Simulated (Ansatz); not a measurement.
# F on Mg(0001): change of the work function, part 2 of 4

How does F on the fcc site change the work function of Mg(0001) as the layer fills?

Ansatz 0.2.0; plane-wave DFT, PBE, Ansatz PAW.

So far, work function, upper face (eV): step 2 (the clean slab) 3.79.

### 3. Adsorbate added, k-mesh 4×4×1, coverage 0.111 ML

System of this step: F/Mg(0001). The cell holds 37 atoms: 36 Mg and 1 F. Cell: a = 9.630 Å, b = 9.630 Å, c = 26.699 Å, α = 90.0°, β = 90.0°, γ = 60.0°. Vacuum lies along c.

The clean slab as it ended is repeated in the plane and the adsorbate is set on one face; the cell's size fixes the coverage, and the k-mesh shrinks with it to keep the sampling density about even. Adsorbate and upper layers relax, since the dipole depends on the height.

Contents of input.yaml:

```yaml
crystal:
  lattice:
    - [9.6299999999, 0.0, 0.0]
    - [4.815, 8.3398246384, 0.0]
    - [0.0, 0.0, 26.6993944582]
  atoms:
    - { symbol: Mg, position: [0.2222222222, 0.2222222222, 0.3370862966] }
    - { symbol: Mg, position: [0.0, 0.0, 0.4347109826] }
    - { symbol: Mg, position: [0.2222222222, 0.2222222222, 0.5325265896] }
    - { symbol: Mg, position: [0.0, 0.0, 0.6310347904] }
    - { symbol: Mg, position: [0.2222222222, 0.5555555556, 0.3370862966] }
    - { symbol: Mg, position: [0.0, 0.3333333333, 0.4347109826] }
    - { symbol: Mg, position: [0.2222222222, 0.5555555556, 0.5325265896] }
    - { symbol: Mg, position: [0.0, 0.3333333333, 0.6310347904] }
    - { symbol: Mg, position: [0.2222222222, 0.8888888889, 0.3370862966] }
    - { symbol: Mg, position: [0.0, 0.6666666667, 0.4347109826] }
    - { symbol: Mg, position: [0.2222222222, 0.8888888889, 0.5325265896] }
    - { symbol: Mg, position: [0.0, 0.6666666667, 0.6310347904] }
    - { symbol: Mg, position: [0.5555555556, 0.2222222222, 0.3370862966] }
    - { symbol: Mg, position: [0.3333333333, 0.0, 0.4347109826] }
    - { symbol: Mg, position: [0.5555555556, 0.2222222222, 0.5325265896] }
    - { symbol: Mg, position: [0.3333333333, 0.0, 0.6310347904] }
    - { symbol: Mg, position: [0.5555555556, 0.5555555556, 0.3370862966] }
    - { symbol: Mg, position: [0.3333333333, 0.3333333333, 0.4347109826] }
    - { symbol: Mg, position: [0.5555555556, 0.5555555556, 0.5325265896] }
    - { symbol: Mg, position: [0.3333333333, 0.3333333333, 0.6310347904] }
    - { symbol: Mg, position: [0.5555555556, 0.8888888889, 0.3370862966] }
    - { symbol: Mg, position: [0.3333333333, 0.6666666667, 0.4347109826] }
    - { symbol: Mg, position: [0.5555555556, 0.8888888889, 0.5325265896] }
    - { symbol: Mg, position: [0.3333333333, 0.6666666667, 0.6310347904] }
    - { symbol: Mg, position: [0.8888888889, 0.2222222222, 0.3370862966] }
    - { symbol: Mg, position: [0.6666666667, 0.0, 0.4347109826] }
    - { symbol: Mg, position: [0.8888888889, 0.2222222222, 0.5325265896] }
    - { symbol: Mg, position: [0.6666666667, 0.0, 0.6310347904] }
    - { symbol: Mg, position: [0.8888888889, 0.5555555556, 0.3370862966] }
    - { symbol: Mg, position: [0.6666666667, 0.3333333333, 0.4347109826] }
    - { symbol: Mg, position: [0.8888888889, 0.5555555556, 0.5325265896] }
    - { symbol: Mg, position: [0.6666666667, 0.3333333333, 0.6310347904] }
    - { symbol: Mg, position: [0.8888888889, 0.8888888889, 0.3370862966] }
    - { symbol: Mg, position: [0.6666666667, 0.6666666667, 0.4347109826] }
    - { symbol: Mg, position: [0.8888888889, 0.8888888889, 0.5325265896] }
    - { symbol: Mg, position: [0.6666666667, 0.6666666667, 0.6310347904] }
    - { symbol: F, position: [0.1111111111, 0.1111111111, 0.6629137034] }
kpoints:
  mp_grid: { grid: [4, 4, 1] }
hamiltonian:
  xc: pbe
scf:
  occupations: { method: fermi_dirac, width: 0.1 }
  convergence: { dr2_threshold: 1.0e-08 }
efield:
  axis: 3
  dipole_correction: true
  ramp_position: 0.97
  ramp_width: 0.06
relax:
  f_tol: 0.02
  max_steps: 60
  constraints:
    - { sites: [0, 1, 4, 5, 8, 9, 12, 13, 16, 17, 20, 21, 24, 25, 28, 29, 32, 33] }
output:
  write_potential: true
  write_density: true
  volumetric_format: npy
```

On the command line:

```
$ ansatz run input.yaml --threads 4 --pin off --max-ram 16384MiB --backend cpu --events-out ev --progress --plain --runs-dir out
```

Output:

```text
[...]
Crystal: 37 atoms, lattice volume = 2144.295 Å³
Basis set: ecut = 420 eV, 41903 PW (Γ), exchange–correlation on 144×144×360 points (8 copies of the dense FFT grid, shifted against one another)
Bands: 221, of which v1, the nominal top of the filled ones, is band 184 counted from 1 (183 counted from 0)
Symmetry: 6 space group operations
[...]
k-points: 4 of 16 (time reversal used)
[...]
SCF iter   1: F=—  HF=-70061.835994 eV  |F-HF|=—  |Δ(HF+E_count)|=         —  Δρ=8.73e-4  dr2=8.19e-2  ethr=1.77e-3  p=0.054 e·Å  D=4.56e-3 V/Å  ΔV_dip=-0.12 eV  dr2_dipole=2.42e-2  V_vac-E_F(+/−)=3.67/3.79 eV  ⟨swp⟩=17.0  Hψ=5402  notcnv=0  defer=2
[...]
SCF iter   7: F=-70061.829568 eV  HF=-70061.829568 eV  |F-HF|=1.46e-8  |Δ(HF+E_count)|=   2.01e-7  Δρ=5.81e-7  dr2=9.39e-9  ethr=2.72e-12  p=0.020 e·Å  D=1.71e-3 V/Å  ΔV_dip=-0.05 eV  dr2_dipole=3.43e-10  V_vac-E_F(+/−)=3.73/3.78 eV  ⟨swp⟩=8.8  Hψ=5368  notcnv=0
SCF 1 converged in 7 iterations: F = -70061.829568 eV  dr2 = 9.39e-9
[...]
relax step   1: F+E_penalty+E_count = -70061.82956758 eV  Δ(F+E_penalty+E_count) = +0.000e0 eV  max|allowed force component| = 1.818e-1 eV/Å  Δτ_max = 0.0000 Å  (7 SCF iters, accepted)
[...]
SCF iter   7: F=-70061.850066 eV  HF=-70061.850066 eV  |F-HF|=6.14e-9  |Δ(HF+E_count)|=   8.43e-8  Δρ=2.51e-7  dr2=1.94e-9  ethr=2.72e-12  p=0.022 e·Å  D=1.83e-3 V/Å  ΔV_dip=-0.05 eV  dr2_dipole=1.92e-14  V_vac-E_F(+/−)=3.73/3.78 eV  ⟨swp⟩=9.5  Hψ=4997  notcnv=0
SCF 2 converged in 7 iterations: F = -70061.850066 eV  dr2 = 1.94e-9
[...]
relax step   2: F+E_penalty+E_count = -70061.85006634 eV  Δ(F+E_penalty+E_count) = -2.050e-2 eV  max|allowed force component| = 1.190e-1 eV/Å  Δτ_max = 0.0503 Å  (7 SCF iters, accepted)
SCF iter   1: F=—  HF=-70061.853535 eV  |F-HF|=—  |Δ(HF+E_count)|=         —  Δρ=2.75e-4  dr2=2.10e-3  ethr=8.25e-6  p=0.022 e·Å  D=1.83e-3 V/Å  ΔV_dip=-0.05 eV  dr2_dipole=4.85e-5  V_vac-E_F(+/−)=3.73/3.78 eV  ⟨swp⟩=4.0  Hψ=1651  notcnv=0  defer=9
[...]
SCF iter   7: F=-70061.853371 eV  HF=-70061.853371 eV  |F-HF|=3.20e-10  |Δ(HF+E_count)|=   4.50e-8  Δρ=1.36e-7  dr2=2.92e-9  ethr=2.72e-12  p=0.020 e·Å  D=1.71e-3 V/Å  ΔV_dip=-0.05 eV  dr2_dipole=1.13e-9  V_vac-E_F(+/−)=3.73/3.78 eV  ⟨swp⟩=7.5  Hψ=5127  notcnv=0
SCF 3 converged in 7 iterations: F = -70061.853371 eV  dr2 = 2.92e-9
relax step   3: F+E_penalty+E_count = -70061.85337149 eV  Δ(F+E_penalty+E_count) = -3.305e-3 eV  max|allowed force component| = 4.897e-2 eV/Å  Δτ_max = 0.0255 Å  (7 SCF iters, accepted)
[...]
relax step   4: F+E_penalty+E_count = -70061.85348851 eV  Δ(F+E_penalty+E_count) = -1.170e-4 eV  max|allowed force component| = 3.373e-2 eV/Å  Δτ_max = 0.0279 Å  (6 SCF iters, accepted)
SCF iter   1: F=—  HF=-70061.853720 eV  |F-HF|=—  |Δ(HF+E_count)|=         —  Δρ=1.11e-4  dr2=3.51e-4  ethr=1.10e-6  p=0.016 e·Å  D=1.34e-3 V/Å  ΔV_dip=-0.04 eV  dr2_dipole=2.09e-5  V_vac-E_F(+/−)=3.74/3.78 eV  ⟨swp⟩=3.0  Hψ=1482  notcnv=0  defer=9
[...]
SCF iter   6: F=-70061.853755 eV  HF=-70061.853755 eV  |F-HF|=7.13e-10  |Δ(HF+E_count)|=   1.18e-8  Δρ=1.92e-7  dr2=5.86e-10  ethr=2.72e-12  p=0.018 e·Å  D=1.50e-3 V/Å  ΔV_dip=-0.04 eV  dr2_dipole=1.21e-12  V_vac-E_F(+/−)=3.74/3.78 eV  ⟨swp⟩=8.2  Hψ=4256  notcnv=0
SCF 5 converged in 6 iterations: F = -70061.853755 eV  dr2 = 5.86e-10
relax step   5: F+E_penalty+E_count = -70061.85375475 eV  Δ(F+E_penalty+E_count) = -2.662e-4 eV  max|allowed force component| = 1.138e-3 eV/Å  Δτ_max = 0.0122 Å  (6 SCF iters, accepted)
NSCF: frozen V_eff on 4 k-points
[...]
WARN: The input density's exchange-correlation potential varies sharply where the density is thin. Do not read a vacuum level from v_tot or v_xc, or from such a field of the output density. On a cell that repeats whose density bears no net charge and no dipole along the vacuum's axis use v_es (v_loc + v_h of the components); under efield.dipole_correction with no amplitude use v_es + v_field, which holds any external [...]
SCF converged after 6 iterations
Free energy (F): -70061.853755 eV
[...]
Internal energy: -70061.229555 eV  (E = F + TS)
E sigma→0 (E₀):  -70061.541655 eV
Entropy (-TS):   -0.624200 eV (-16.870 meV/atom)
Fermi energy:    -0.033986 eV
Dipole field:    D = 0.001496 V/Å  (p = 0.017723 e·Å, saw-weighted, corrected)
Work function:   Φ+ = 3.7354 eV   Φ− = 3.7753 eV
[...]
--- Forces (eV/Å), atoms counted from 1 ---
  atom   1  Mg     0.00832655     0.00480734    -0.03851492
  atom   2  Mg    -0.00699340    -0.00403764     0.05938763
  atom   3  Mg     0.00011399     0.00006581    -0.00018262
  atom   4  Mg    -0.00065981    -0.00038094     0.00030188
  atom   5  Mg     0.01012211    -0.00584400    -0.03556628
  atom   6  Mg     0.00000000     0.00807529     0.05938763
  atom   7  Mg     0.00004459    -0.00002574    -0.00005073
  atom   8  Mg     0.00000000     0.00076188     0.00030188
  atom   9  Mg    -0.00000000    -0.00961467    -0.03851492
  atom  10  Mg    -0.02949798     0.01703067     0.01145170
  atom  11  Mg    -0.00000000    -0.00013162    -0.00018262
  atom  12  Mg     0.00008613    -0.00004973    -0.00006484
  atom  13  Mg     0.00000000     0.01168801    -0.03556628
  atom  14  Mg     0.00699340    -0.00403764     0.05938763
  atom  15  Mg     0.00000000     0.00005149    -0.00005073
  atom  16  Mg     0.00065981    -0.00038094     0.00030188
  atom  17  Mg    -0.01012211    -0.00584400    -0.03556628
  atom  18  Mg    -0.00014954    -0.00008633     0.03033840
  atom  19  Mg    -0.00004459    -0.00002574    -0.00005073
  atom  20  Mg    -0.00005910    -0.00003412    -0.00001933
  atom  21  Mg     0.00627197    -0.00362112    -0.02694454
  atom  22  Mg     0.00000000     0.00017267     0.03033840
  atom  23  Mg    -0.00016118     0.00009306     0.00023932
  atom  24  Mg     0.00000000     0.00006824    -0.00001933
  atom  25  Mg    -0.00832655     0.00480734    -0.03851492
  atom  26  Mg    -0.00000000    -0.03406133     0.01145170
  atom  27  Mg    -0.00011399     0.00006581    -0.00018262
  atom  28  Mg     0.00000000     0.00009946    -0.00006484
  atom  29  Mg     0.00000000     0.00724224    -0.02694454
  atom  30  Mg     0.00014954    -0.00008633     0.03033840
  atom  31  Mg    -0.00000000    -0.00018611     0.00023932
  atom  32  Mg     0.00005910    -0.00003412    -0.00001933
  atom  33  Mg    -0.00627197    -0.00362112    -0.02694454
  atom  34  Mg     0.02949798     0.01703067     0.01145170
  atom  35  Mg     0.00016118     0.00009306     0.00023932
  atom  36  Mg    -0.00008613    -0.00004973    -0.00006484
  atom  37  F     -0.00000000    -0.00000000    -0.00113753
  max |Σ_I F_I| component: 1.05e-5 eV/Å
--- Band table (eV) ---
  k-point 0: bands = [... 180 lower, -0.3059, -0.3059, -0.2076, 0.3451, 0.3451, 0.3692, 0.4233, 0.4233, ... 33 higher]
  k-point 1: bands = [... 180 lower, -0.1905, -0.1175, -0.0123, 0.1116, 0.1124, 0.2558, 0.6227, 0.6390, ... 33 higher]
  k-point 2: bands = [... 180 lower, -0.5052, -0.3579, 0.0758, 0.0771, 0.0959, 0.1109, 0.2851, 0.4110, ... 33 higher]
  k-point 3: bands = [... 180 lower, -0.6153, -0.5174, -0.2850, -0.2178, -0.1261, -0.0194, 0.0751, 0.2052, ... 33 higher]
--- Relaxed structure (5 steps of the walk, 5 accepted, 0 SCFs on fresh bases) ---
  F+E_penalty+E_count = -70061.85375475 eV   max|allowed force component| = 1.138e-3 eV/Å
  atoms:
    - { symbol: Mg, position: [0.222222, 0.222222, 0.3370862966] }
    - { symbol: Mg, position: [1.111110e-11, 1.111110e-11, 0.4347109826] }
    - { symbol: Mg, position: [0.222112, 0.222112, 0.533104] }
    - { symbol: Mg, position: [-0.000706383, -0.000706383, 0.633305] }
    - { symbol: Mg, position: [0.222222, 0.555556, 0.3370862966] }
    - { symbol: Mg, position: [1.111111e-11, 0.333333, 0.4347109826] }
    - { symbol: Mg, position: [0.221853, 0.555740, 0.531359] }
    - { symbol: Mg, position: [-0.000706383, 0.334746, 0.633305] }
    - { symbol: Mg, position: [0.222222, 0.888889, 0.3370862966] }
    - { symbol: Mg, position: [-2.222217e-11, 0.666667, 0.4347109826] }
    - { symbol: Mg, position: [0.222112, 0.889110, 0.533104] }
    - { symbol: Mg, position: [0.00145465, 0.665939, 0.631752] }
    - { symbol: Mg, position: [0.555556, 0.222222, 0.3370862966] }
    - { symbol: Mg, position: [0.333333, 1.111110e-11, 0.4347109826] }
    - { symbol: Mg, position: [0.555740, 0.221853, 0.531359] }
    - { symbol: Mg, position: [0.334746, -0.000706383, 0.633305] }
    - { symbol: Mg, position: [0.555556, 0.555556, 0.3370862966] }
    - { symbol: Mg, position: [0.333333, 0.333333, 0.4347109826] }
    - { symbol: Mg, position: [0.555740, 0.555740, 0.531359] }
    - { symbol: Mg, position: [0.335206, 0.335206, 0.629207] }
    - { symbol: Mg, position: [0.555556, 0.888889, 0.3370862966] }
    - { symbol: Mg, position: [0.333333, 0.666667, 0.4347109826] }
    - { symbol: Mg, position: [0.555822, 0.888756, 0.532763] }
    - { symbol: Mg, position: [0.335206, 0.662922, 0.629207] }
    - { symbol: Mg, position: [0.888889, 0.222222, 0.3370862966] }
    - { symbol: Mg, position: [0.666667, -2.222223e-11, 0.4347109826] }
    - { symbol: Mg, position: [0.889110, 0.222112, 0.533104] }
    - { symbol: Mg, position: [0.665939, 0.00145465, 0.631752] }
    - { symbol: Mg, position: [0.888889, 0.555556, 0.3370862966] }
    - { symbol: Mg, position: [0.666667, 0.333333, 0.4347109826] }
    - { symbol: Mg, position: [0.888756, 0.555822, 0.532763] }
    - { symbol: Mg, position: [0.662922, 0.335206, 0.629207] }
    - { symbol: Mg, position: [0.888889, 0.888889, 0.3370862966] }
    - { symbol: Mg, position: [0.666667, 0.666667, 0.4347109826] }
    - { symbol: Mg, position: [0.888756, 0.888756, 0.532763] }
    - { symbol: Mg, position: [0.665939, 0.665939, 0.631752] }
    - { symbol: F, position: [0.111111, 0.111111, 0.666342] }
```

Elapsed: 5.7 min, on 4 threads of Arm Neoverse V1, shared host; peak memory 7.6 GiB.

This run has no spin polarisation although its electron count is odd.

Relaxation path:

```
step  energy less that of the first step (eV)  largest force component (eV/Å)
   1                                   0.0000                          0.1818
   2                                  -0.0205                          0.1190
   3                                  -0.0238                          0.0490
   4                                  -0.0239                          0.0337
   5                                  -0.0242                          0.0011
```

The run keeps the 6 symmetry operations that the program found, so distortions that break them were not tested.

The atoms that moved most (Å):

```
atom      dx      dy      dz  length
 F37   0.000   0.000   0.092   0.092
 Mg4  -0.010  -0.006   0.061   0.062
Mg16   0.010  -0.006   0.061   0.062
 Mg8   0.000   0.012   0.061   0.062
Mg32  -0.027   0.016  -0.049   0.058
Mg24   0.000  -0.031  -0.049   0.058
Mg20   0.027   0.016  -0.049   0.058
Mg15   0.000  -0.003  -0.031   0.031
```

Final coordinates:

```xyz
37
Lattice="9.6300 0.0000 0.0000 4.8150 8.3398 0.0000 0.0000 0.0000 26.6994" Properties=species:S:1:pos:R:3
Mg    3.2100    1.8533    9.0000
Mg    0.0000    0.0000   11.6065
Mg    3.2084    1.8524   14.2335
Mg   -0.0102   -0.0059   16.9088
Mg    4.8150    4.6332    9.0000
Mg    1.6050    2.7799   11.6065
Mg    4.8123    4.6348   14.1870
Mg    1.6050    2.7917   16.9088
Mg    6.4200    7.4132    9.0000
Mg    3.2100    5.5599   11.6065
Mg    6.4200    7.4150   14.2335
Mg    3.2205    5.5538   16.8674
Mg    6.4200    1.8533    9.0000
Mg    3.2100    0.0000   11.6065
Mg    6.4200    1.8502   14.1870
Mg    3.2202   -0.0059   16.9088
Mg    8.0250    4.6332    9.0000
Mg    4.8150    2.7799   11.6065
Mg    8.0277    4.6348   14.1870
Mg    4.8420    2.7956   16.7995
Mg    9.6300    7.4132    9.0000
Mg    6.4200    5.5599   11.6065
Mg    9.6319    7.4121   14.2244
Mg    6.4200    5.5287   16.7995
Mg    9.6300    1.8533    9.0000
Mg    6.4200    0.0000   11.6065
Mg    9.6316    1.8524   14.2335
Mg    6.4200    0.0121   16.8674
Mg   11.2350    4.6332    9.0000
Mg    8.0250    2.7799   11.6065
Mg   11.2350    4.6355   14.2244
Mg    7.9980    2.7956   16.7995
Mg   12.8400    7.4132    9.0000
Mg    9.6300    5.5599   11.6065
Mg   12.8381    7.4121   14.2244
Mg    9.6195    5.5538   16.8674
F     1.6050    0.9266   17.7909
```

This step gave:

```
energy at zero smearing        : -70061.5417 eV
work function, upper face      : 3.735 eV
work function, lower face      : 3.775 eV
dipole along the normal        : 0.01772 e·Å
step between the vacuum levels : -0.03993 eV
```

Running mean over 2.60652 Å of the planar mean; the ramp of the sawtooth is left out. Electron's electrostatic potential energy less the Fermi level against z:

```
z (Å)  electron's electrostatic potential energy less the Fermi level (eV)
  3.5                                                                 3.77
  4.0                                                                 3.77
  4.5                                                                 3.77
  5.0                                                                 3.76
  5.5                                                                 3.73
  6.0                                                                 3.62
  6.5                                                                 3.34
  7.0                                                                 2.59
  7.5                                                                0.670
  8.0                                                                -2.11
  8.5                                                                -3.59
  9.0                                                                -4.03
  9.5                                                                -4.07
 10.0                                                                -4.04
 10.5                                                                -4.02
 11.0                                                                -4.01
 11.5                                                                -4.01
 12.0                                                                -4.00
 12.5                                                                -4.00
 13.0                                                                -4.00
 13.5                                                                -4.01
 14.0                                                                -4.00
 14.5                                                                -3.99
 15.0                                                                -3.93
 15.5                                                                -3.84
 16.0                                                                -3.97
 16.5                                                                -4.21
 17.0                                                                -4.23
 17.5                                                                -3.62
 18.0                                                                -1.66
 18.5                                                                 1.09
 19.0                                                                 2.68
 19.5                                                                 3.38
 20.0                                                                 3.63
 20.5                                                                 3.70
 21.0                                                                 3.72
 21.5                                                                 3.73
 22.0                                                                 3.73
 22.5                                                                 3.73
 23.0                                                                 3.74
 23.5                                                                 3.74
```

The relaxation took 5 steps and lowered the energy by 0.024 eV; the largest force on the free atoms ends at 0.0011 eV/Å.

The covered face has 3.74 eV, -0.05 eV against the clean one; the bare back face has moved by -0.02 eV, a measure of how thin the slab is.

[end of part 2 of 4]

[Long decimals in the printed logs are rounded to 6 places.]

[Logs are printed without paths, hosts, clocks, repeated set-up lines and the standing remarks that a program may print on its own settings, such as how far it seeks lower states.]

[Hosts, paths, dates, database ids (printed as entryN), source tags and the programs' standing remarks are cut or masked in the printed files.]

[Maps of the electrostatic potential energy from Ansatz leave out the sawtooth potential of an applied field or a dipole correction, so their vacuum need not be flat; planar profiles and work functions include it.]
